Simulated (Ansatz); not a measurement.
Computed results, one entry a study.

**Screened interactions in LiVO2 (R-3m)**

The structure is trigonal, space group R-3m (No. 166). Conventional cell: a = 2.837 Å, b = 2.837 Å, c = 14.773 Å, α = 90.00°, β = 90.00°, γ = 120.00°. Nearest to Li lie 6 O at 2.12 Å. Nearest to V lie 6 O at 1.98 Å. Nearest to O lie 3 V at 1.98 Å and 3 Li at 2.12 Å. Farther neighbours and most contacts between anions are not listed.

```yaml
method: DFT, LDA, plane waves, PAW (and 1 further level or step)
program: Ansatz 0.2.0
settings_of_one_run: cutoff 420 eV, 8×8×8 k-mesh, smearing width 0.08 eV, default PAW, coordination {"V": "octahedral"}, magnetic state non-magnetic by constraint
cost: 2 runs, 8.8 min in all on 8 threads of Arm Neoverse V2, shared host (the runs of this entry)
notes: This run has no spin polarisation, although V can carry a moment. The cell and positions come from the Crystallography Open Database and are kept as given unless a step says otherwise. The bands cross the Fermi level under this constraint, which need not be the crystal’s state: magnetic order, correlation or a lattice distortion may open a gap.
v_t2g: U 4.13 eV, U′ 3.22 eV, J 0.44 eV, bare V 16.6 eV
method: constrained RPA on non-magnetic LDA, 8×8×8 mesh, static; search for lower states off
```

For V t2g, screening cuts the on-site interaction from 16.61 eV to 4.13 eV (25 %), while J goes only from 0.59 eV to 0.44 eV: the monopole is screened far more than the multipoles. U − 2J differs from U′ by +0.02 eV, so the Kanamori relation holds well.

[Paths, hosts, dates, memory and timing lines, banners, echoed tables and standing remarks are left out of the program output.]

[Logs are printed without paths, hosts, clocks, repeated set-up lines and the standing remarks that a program may print on its own settings, such as how far it seeks lower states.]

[Runs of the session that timed out or met a known fault of the program may be left out.]

[Hosts, paths, dates, database ids (printed as entryN), source tags and the programs' standing remarks are cut or masked in the printed files.]
